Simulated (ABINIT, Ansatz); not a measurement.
# Sb (Antimony): from the cell to the phonon bands, part 2 of 4

How does Sb (Antimony) vibrate, and is this structure a minimum?

ABINIT 10.8.3; DFT LDA, scalar-relativistic, plane waves, PseudoDojo norm-conserving pseudopotentials.

So far. Step 3 (Relaxation): The volume changes by -10.7 % in this run and stands -10.7 % from the first cell. Step 4 (Self-consistent run for the response): The cell stands at -1.6 GPa: the relaxation ran with a smoothed and higher cutoff, and the difference is a stress of the finite basis. The relaxed cell has a = 3.043 Å (conventional setting).

This is not the structure that Sb takes at ambient pressure and room temperature (space group No. 166); it is a model or a phase of other conditions.

## 5. Zone-centre response

At q = 0 one unit cell holds all displacements. The response is solved for single atoms along the cell's directions, and symmetry skips those that follow from others. The crystal is treated as a metal, which screens a static field, so no field response is asked.

Contents of dfpt_gamma.abi:

```

# common to the responses
getwfk_filepath "gso_WFK"
kptopt 2
nqpt 1
qpt 0.0 0.0 0.0
asr 0
chneut 0

# displacements
rfphon 1
rfatpol 1 1
rfdir 1 1 1
tolvrs 1.0d-10
prtwf 0
prtpot 1

# basis, mesh and filling
ecut 36.0
ngkpt 12 12 12
nshiftk 1
shiftk 0.0 0.0 0.0
istwfk *1
occopt 7
tsmear 0.01
nband 14
nstep 100
diemac 1000000.0
prtebands 0
prtgsr 0
useylm 1

# cell and atoms
acell 5.750488974 5.750488974 5.750488974
rprim 
    1.0 0.0 0.0
    0.0 1.0 0.0
    0.0 0.0 1.0
ntypat 1
znucl 51
natom 1
typat 1
xred 
    0.0 0.0 0.0
pp_dirpath "./pseudo"
pseudos "Sb.upf"
```

The run is started by

```
$ OMP_NUM_THREADS=1 mpirun -n 4 abinit dfpt_gamma.abi > dfpt_gamma.log
```

Numbers of over 12 decimals in the logs are rounded to 6 here.

dfpt_gamma.abo, the main output file:

```text
[banners, grids, parts of the stress and lines that vanish by symmetry left out]
- input  file    -> dfpt_gamma.abi
- output file    -> dfpt_gamma.abo
- root for input  files -> dfpt_gammai
- root for output files -> dfpt_gammao

 Symmetries : space group Pm -3 m (#221); Bravais cP (primitive cubic)
================================================================================
 Values of the parameters that define the memory need of the present run (RF).
     intxc =       0      iscf =       7    lmnmax =      18     lnmax =       6
     mgfft =      32  mpssoang =       3    mqgrid =    3001     natom =       1
  nloc_mem =       1    nspden =       1   nspinor =       1    nsppol =       1
      nsym =      48    n1xccc =    2501    ntypat =       1    occopt =       7
   xclevel =       1
-    mband =          14        mffmem =           1         mkmem =         217
-   mkqmem =         217        mk1mem =         217           mpw =        1984
      nfft =       32768          nkpt =         868
- my_mband =          14
================================================================================
================================================================================

--------------------------------------------------------------------------------
------------- Echo of variables that govern the present computation ------------
--------------------------------------------------------------------------------
-
- outvars: echo of selected default values
-   iomode0 =  0 , fftalg0 =312 , wfoptalg0 =  0
-
- outvars: echo of global parameters not present in the input file
-  max_nthreads =    1
-
 -outvars: echo values of preprocessed input variables --------
            acell      5.7504889740E+00  5.7504889740E+00  5.7504889740E+00 Bohr
              amu      1.21753000E+02
              asr           0
           chneut           0
             ecut      3.60000000E+01 Hartree
-          fftalg         312
           istwfk        1    0    0    0    0    0    1    0    0    0
                         0    0    0    0    0    0    0    0    0    0
                         0    0    0    0    0    0    0    0    0    0
                         0    0    0    0    0    0    0    0    0    0
                         0    0    0    0    0    0    0    0    0    0
                       outvar_i_n : Printing only first  50 k-points.
              ixc       -1012
              kpt      0.00000000E+00  0.00000000E+00  0.00000000E+00
                       8.33333333E-02  0.00000000E+00  0.00000000E+00
                       1.66666667E-01  0.00000000E+00  0.00000000E+00
                       2.50000000E-01  0.00000000E+00  0.00000000E+00
                       [...]
                       outvar_i_n : Printing only first  50 k-points.
           kptopt           2
         kptrlatt       12    0    0      0   12    0      0    0   12
          kptrlen      6.90058677E+01
P           mkmem         217
P          mkqmem         217
P          mk1mem         217
            natom           1
            nband          14
           nbdbuf           2
            ngfft          32      32      32
             nkpt         868
             nqpt           1
            nstep         100
             nsym          48
           ntypat           1
              occ      2.000000  2.000000  2.000000  2.000000  2.000000  2.000000
                       2.000000  1.000000  0.000000  0.000000  0.000000  0.000000
                       0.000000  0.000000
                       2.000000  2.000000  2.000000  2.000000  2.000000  2.000000
                       [...]
                       prtocc : prtvol=0, do not print more k-points.
           occopt           7
        optdriver           1
        prtebands           0
           prtgsr           0
           prtpot           1
            prtwf           0
           rfphon           1
          spgroup         221
           symrel      1  0  0   0  1  0   0  0  1      -1  0  0   0 -1  0   0  0 -1
                      -1  0  0   0  1  0   0  0 -1       1  0  0   0 -1  0   0  0  1
                      -1  0  0   0 -1  0   0  0  1       1  0  0   0  1  0   0  0 -1
                       1  0  0   0 -1  0   0  0 -1      -1  0  0   0  1  0   0  0  1
                       [...]
           tolvrs      1.00000000E-10
            typat      1
           useylm           1
              wtk        0.00058    0.00116    0.00116    0.00116    0.00116    0.00116
                         0.00058    0.00116    0.00116    0.00116    0.00116    0.00116
                         0.00116    0.00116    0.00116    0.00116    0.00116    0.00116
                         0.00116    0.00116    0.00116    0.00116    0.00116    0.00116
                       [...]
                       outvars : Printing only first  50 k-points.
            znucl       51.00000

================================================================================

 chkinp: Checking input parameters for consistency.

================================================================================
== DATASET  1 ==================================================================
-   mpi_nproc: 4, omp_nthreads: 1 (-1 if OMP is not activated)

--- !DatasetInfo
iteration_state: {dtset: 1, }
dimensions: {natom: 1, nkpt: 868, mband: 14, nsppol: 1, nspinor: 1, nspden: 1, mpw: 1984, }
cutoff_energies: {ecut:  36.0, pawecutdg:  -1.0, }
electrons: {nelect:   1.50000000E+01, charge:   0.00000000E+00, occopt:   7.00000000E+00, tsmear:   1.00000000E-02, }
meta: {optdriver: 1, rfphon: 1, }
...

 mkfilename: getwfk from: gso_WFK

 Real(R)+Recip(G) space primitive vectors, cartesian coordinates (Bohr,Bohr^-1):
 R(1)=  5.7504890  0.0000000  0.0000000  G(1)=  0.1738983  0.0000000  0.0000000
 R(2)=  0.0000000  5.7504890  0.0000000  G(2)=  0.0000000  0.1738983  0.0000000
 R(3)=  0.0000000  0.0000000  5.7504890  G(3)=  0.0000000  0.0000000  0.1738983
 Unit cell volume ucvol=  1.9015788E+02 bohr^3
 Angles (23,13,12)=  9.00000000E+01  9.00000000E+01  9.00000000E+01 degrees
 setup1 : take into account q-point for computing boxcut.

 getcut: wavevector=  0.0000  0.0000  0.0000  ngfft=  32  32  32
         ecut(hartree)=     36.000   => boxcut(ratio)=   2.06029

--- Pseudopotential description ------------------------------------------------
- pspini: atom type   1  psp file is ./pseudo/Sb.upf

   3.98406316E+02                                ecore*ucvol(ha*bohr**3)
--------------------------------------------------------------------------------

 ==>  initialize data related to q vector <==

 The list of irreducible perturbations for this q vector is:
    1)    idir= 1    ipert=   1

================================================================================

 The perturbation idir=   2  ipert=   1 is
 symmetric of a previously calculated perturbation.
 So, its SCF calculation is not needed.

 The perturbation idir=   3  ipert=   1 is
 symmetric of a previously calculated perturbation.
 So, its SCF calculation is not needed.

--------------------------------------------------------------------------------
 Perturbation wavevector (in red.coord.)   0.000000  0.000000  0.000000
 Perturbation : displacement of atom   1   along direction   1
 Found     8 symmetries that leave the perturbation invariant.
 symkpt : the number of k-points, thanks to the symmetries,
 is reduced to   196 .

--------------------------------------------------------------------------------

--------------------------------------------------------------------------------

 dfpt_looppert : total number of electrons, from k and k+q
  fully or partially occupied states are    1.500000E+01 and    1.500000E+01.
 Initialisation of the first-order wave-functions :
  ireadwf=   0

--- !BeginCycle
iteration_state: {dtset: 1, }
solver: {iscf: 7, nstep: 100, nline: 4, wfoptalg: 0, }
tolerances: {tolvrs: 1.00E-10, }
...

     iter   2DEtotal(Ha)        deltaE(Ha) residm    vres2
-ETOT  1   2.339497     -1.300E+04 2.433E+01 6.196E+01
 ETOT  2  2.60465705424622E-02 -2.313E+00 7.474E-02 5.498E+01
 ETOT  3  4.91061119873848E-05 -2.600E-02 5.044E-03 4.434E+00
 ETOT  4 -1.25491869664529E-03 -1.304E-03 5.475E-04 7.587E-01
 ETOT  5 -1.56253348438895E-03 -3.076E-04 2.212E-04 4.830E-03
 ETOT  6 -1.56488006985001E-03 -2.347E-06 8.375E-05 7.645E-06
 ETOT  7 -1.56488663640175E-03 -6.567E-09 4.485E-05 1.922E-07
 ETOT  8 -1.56488686559442E-03 -2.292E-10 2.095E-05 3.301E-10
 ETOT  9 -1.56488685104250E-03  1.455E-11 1.127E-05 4.819E-12

 At SCF step    9       vres2   =  4.82E-12 < tolvrs=  1.00E-10 =>converged.
================================================================================

 ----iterations are completed or convergence reached----

 Mean square residual over all n,k,spin=   53.886E-10; max=  11.270E-06

 Thirteen components of 2nd-order total energy (hartree) are
 1,2,3: 0th-order hamiltonian combined with 1st-order wavefunctions
     kin0=   1.75579278E+04 eigvalue=   1.78356285E+03  local=  -1.04234005E+04
 4,5,6: 1st-order hamiltonian combined with 1st and 0th-order wfs
 loc psp =  -3.86169872E+03  Hartree=   1.06368605E+03     xc=  -1.79185965E+02
 note that "loc psp" includes a xc core correction that could be resolved
 7,8,9: eventually, occupation + non-local contributions
    edocc=   4.54147183E+01     enl0=   3.15058496E+03   enl1=  -2.21354811E+04
 1-9 gives the relaxation energy (to be shifted if some occ is /=2.0)
   erelax=  -1.29985899E+04
 10,11,12 Non-relaxation  contributions : frozen-wavefunctions and Ewald
 fr.local=   1.84374680E+03 fr.nonlo=   1.10677427E+04  Ewald=   0.00000000E+00
 13,14 Frozen wf xc core corrections (1) and (2)
 frxc 1  =  -3.47289711E+02  frxc 2 =   4.34388570E+02
 Resulting in :
 2DEtotal=   -0.1564886853E-02 Ha. Also 2DEtotal=   -0.425827405845E-01 eV
    (2DErelax=   -1.2998589917E+04 Ha. 2DEnonrelax=    1.2998588353E+04 Ha)
    (  non-var. 2DEtotal :   -1.5658380152E-03 Ha)

================================================================================

 ---- first-order wavefunction calculations are completed ----

 ==> Compute Derivative Database <==

  2nd-order matrix (non-cartesian coordinates, masses not included,
   asr not included )
     j1       j2             matrix element
  dir pert dir pert     real part     imaginary part

   1    1   1    1        -0.0015658386         0.0000000000
   1    1   2    1         0.0000000000         0.0000000000
   1    1   3    1         0.0000000000         0.0000000000
   1    1   2    3         0.0000000000         0.0000000000
   1    1   3    3         0.0000000000         0.0000000000

   2    1   1    1         0.0000000000         0.0000000000
   2    1   2    1        -0.0015658386         0.0000000000
   2    1   3    1         0.0000000000         0.0000000000
   2    1   1    3         0.0000000000         0.0000000000
   2    1   3    3         0.0000000000         0.0000000000

   3    1   1    1         0.0000000000         0.0000000000
   3    1   2    1         0.0000000000         0.0000000000
   3    1   3    1        -0.0015658386         0.0000000000
   3    1   1    3         0.0000000000         0.0000000000
   3    1   2    3         0.0000000000         0.0000000000

   1    3   2    1         0.0000000000         0.0000000000
   1    3   3    1         0.0000000000         0.0000000000
   1    3   2    3         0.0000000000         0.0000000000
   1    3   3    3         0.0000000000         0.0000000000

   2    3   1    1         0.0000000000         0.0000000000
   2    3   3    1         0.0000000000         0.0000000000
   2    3   1    3         0.0000000000         0.0000000000
   2    3   3    3         0.0000000000         0.0000000000

   3    3   1    1         0.0000000000         0.0000000000
   3    3   2    1         0.0000000000         0.0000000000
   3    3   1    3         0.0000000000         0.0000000000
   3    3   2    3         0.0000000000         0.0000000000

  Dynamical matrix, in cartesian coordinates,
   if specified in the inputs, asr has been imposed
     j1       j2             matrix element
  dir pert dir pert     real part    imaginary part

   1    1   1    1        -0.0000473519         0.0000000000
   1    1   2    1         0.0000000000         0.0000000000
   1    1   3    1         0.0000000000         0.0000000000

   2    1   1    1         0.0000000000         0.0000000000
   2    1   2    1        -0.0000473519         0.0000000000
   2    1   3    1         0.0000000000         0.0000000000

   3    1   1    1         0.0000000000         0.0000000000
   3    1   2    1         0.0000000000         0.0000000000
   3    1   3    1        -0.0000473519         0.0000000000

  Phonon wavevector (reduced coordinates) :  0.00000  0.00000  0.00000
 Phonon energies in Hartree :
  -1.460659E-05 -1.460659E-05 -1.460659E-05
 Phonon frequencies in cm-1    :
- -3.205776E+00 -3.205776E+00 -3.205776E+00

== END DATASET(S) ==============================================================
================================================================================

 -outvars: echo values of variables after computation
            acell      5.7504889740E+00  5.7504889740E+00  5.7504889740E+00 Bohr
           etotal     -1.5648868510E-03
            fcart      0.0000000000E+00  0.0000000000E+00  0.0000000000E+00
           strten      0.0000000000E+00  0.0000000000E+00  0.0000000000E+00
================================================================================
```

Elapsed: 23 s, on 4 MPI ranks of Arm Neoverse V1, shared host.

With one atom there are acoustic modes alone, which should vanish; they come out at 3.21 cm⁻¹ in size, the error that the sum rule removes later.

## 6. Phonons on a q mesh

Linear response treats each wavevector of the 4×4×4 mesh in the unit cell; the first-order potentials are kept for the electron-phonon matrix elements.

Contents of dfpt_q.abi:

```
ndtset 9

# wavevectors
qpt1 0.25 0.0 0.0
qpt2 0.5 0.0 0.0
qpt3 0.25 0.25 0.0
qpt4 0.5 0.25 0.0
qpt5 0.5 0.5 0.0
qpt6 0.25 0.25 0.25
qpt7 0.5 0.25 0.25
qpt8 0.5 0.5 0.25
qpt9 0.5 0.5 0.5

# displacements
getwfk_filepath "gso_WFK"
getwfq_filepath "gso_WFK"
kptopt 3
nqpt 1
rfphon 1
rfatpol 1 1
rfdir 1 1 1
tolvrs 1.0d-10
prtwf 0
prtpot 1

# basis, mesh and filling
ecut 36.0
ngkpt 12 12 12
nshiftk 1
shiftk 0.0 0.0 0.0
istwfk *1
occopt 7
tsmear 0.01
nband 14
nstep 100
diemac 1000000.0
prtebands 0
prtgsr 0
useylm 1

# cell and atoms
acell 5.750488974 5.750488974 5.750488974
rprim 
    1.0 0.0 0.0
    0.0 1.0 0.0
    0.0 0.0 1.0
ntypat 1
znucl 51
natom 1
typat 1
xred 
    0.0 0.0 0.0
pp_dirpath "./pseudo"
pseudos "Sb.upf"
```

The run is started by

```
$ OMP_NUM_THREADS=1 mpirun -n 4 abinit dfpt_q.abi > dfpt_q.log
```

dfpt_q.abo, the main output file:

```text
[banners, grids, parts of the stress and lines that vanish by symmetry left out]
- input  file    -> dfpt_q.abi
- output file    -> dfpt_q.abo
- root for input  files -> dfpt_qi
[...]
DATASET    1 : space group Pm -3 m (#221); Bravais cP (primitive cubic)
[...]
nfft =       32768          nkpt =        1728
[...]
DATASET    2 : space group Pm -3 m (#221); Bravais cP (primitive cubic)
[...]
nfft =       32768          nkpt =        1728
[...]
DATASET    3 : space group Pm -3 m (#221); Bravais cP (primitive cubic)
[...]
nfft =       32768          nkpt =        1728
[...]
DATASET    4 : space group Pm -3 m (#221); Bravais cP (primitive cubic)
[...]
nfft =       32768          nkpt =        1728
[...]
DATASET    8 : space group Pm -3 m (#221); Bravais cP (primitive cubic)
[...]
nfft =       32768          nkpt =        1728
[...]
DATASET    9 : space group Pm -3 m (#221); Bravais cP (primitive cubic)
[...]
nfft =       32768          nkpt =        1728
[...]
== DATASET  1 ==================================================================
[...]
cutoff_energies: {ecut:  36.0, pawecutdg:  -1.0, }
[...]
Perturbation : displacement of atom   1   along direction   1
[...]
-ETOT  1   3.947020     -1.351E+04 2.447E+01 2.177E+03
 ETOT  2   1.626294     -2.321E+00 9.699E-01 1.775E+03
 ETOT  3   1.543358     -8.294E-02 1.112E+00 1.879E+02
 ETOT  4   1.535353     -8.005E-03 1.052E-01 1.065E+01
 ETOT  5   1.534758     -5.948E-04 1.115E+00 7.765E-02
[...]
At SCF step   11       vres2   =  2.97E-11 < tolvrs=  1.00E-10 =>converged.
[...]
Perturbation : displacement of atom   1   along direction   2
[...]
-ETOT  1   2.488666     -1.298E+04 2.414E+01 6.219E+01
[...]
At SCF step   10       vres2   =  2.24E-11 < tolvrs=  1.00E-10 =>converged.
[...]
Phonon wavevector (reduced coordinates) :  0.25000  0.00000  0.00000
 Phonon energies in Hartree :
[...]
Phonon frequencies in cm-1    :
-  3.084078E+01  3.084078E+01  1.003642E+02
[...]
== DATASET  2 ==================================================================
[...]
cutoff_energies: {ecut:  36.0, pawecutdg:  -1.0, }
[...]
- 51.00000  15.00000  180309                  znucl, zion, pspdat
[...]
Perturbation : displacement of atom   1   along direction   1
[...]
-ETOT  1  0.855827     -1.316E+04 2.438E+01 2.841E+02
[...]
ETOT  9  -1.644620     -6.912E-11 8.502E-08 1.433E-09
 ETOT 10  -1.644620      4.002E-11 5.167E-08 2.337E-11
 At SCF step   10       vres2   =  2.34E-11 < tolvrs=  1.00E-10 =>converged.
[...]
Phonon wavevector (reduced coordinates) :  0.50000  0.50000  0.50000
 Phonon energies in Hartree :
[...]
Phonon frequencies in cm-1    :
- -1.038944E+02 -1.038944E+02 -1.038944E+02
[...]
fcart6     0.0000000000E+00  0.0000000000E+00  0.0000000000E+00
   
================================================================================
```

Run time: 35 min. Hardware: 4 MPI ranks.

This step gave:

```yaml
lowest_mode_on_the_q_mesh_acoustic_ones_at_the_zone_centre_apart: -103.9 cm⁻¹
```

Frequencies (cm⁻¹) before the sum rule at the irreducible wavevectors but Γ, which is solved apart; negative means imaginary. Frequencies by wavevector:

| q (fractions) | star | mode 1 | mode 2 | mode 3 |
| --- | --- | --- | --- | --- |
| 0.25 0 0 | 6 | 30.84 | 30.84 | 100.4 |
| 0.5 0 0 | 3 | 37.29 | 37.29 | 98.48 |
| 0.25 0.25 0 | 12 | 44.4 | 99.48 | 118.4 |
| 0.5 0.25 0 | 12 | 48.56 | 89.96 | 110.2 |
| 0.5 0.5 0 | 3 | 48.73 | 86.23 | 86.23 |
| 0.25 0.25 0.25 | 8 | 109.1 | 109.1 | 129.4 |
| 0.5 0.25 0.25 | 12 | 73.55 | 106.4 | 119.5 |
| 0.5 0.5 0.25 | 6 | 54.29 | 54.29 | 110.9 |
| 0.5 0.5 0.5 | 1 | -103.9 | -103.9 | -103.9 |

(Continued in part 3 of 4.)

[Host names and launcher messages were left out of these logs when they were recorded.]

[Logs are printed without paths, hosts, clocks, repeated set-up lines and the standing remarks that a program may print on its own settings, such as how far it seeks lower states.]

[Hosts, paths, dates, database ids (printed as entryN), source tags and the programs' standing remarks are cut or masked in the printed files.]
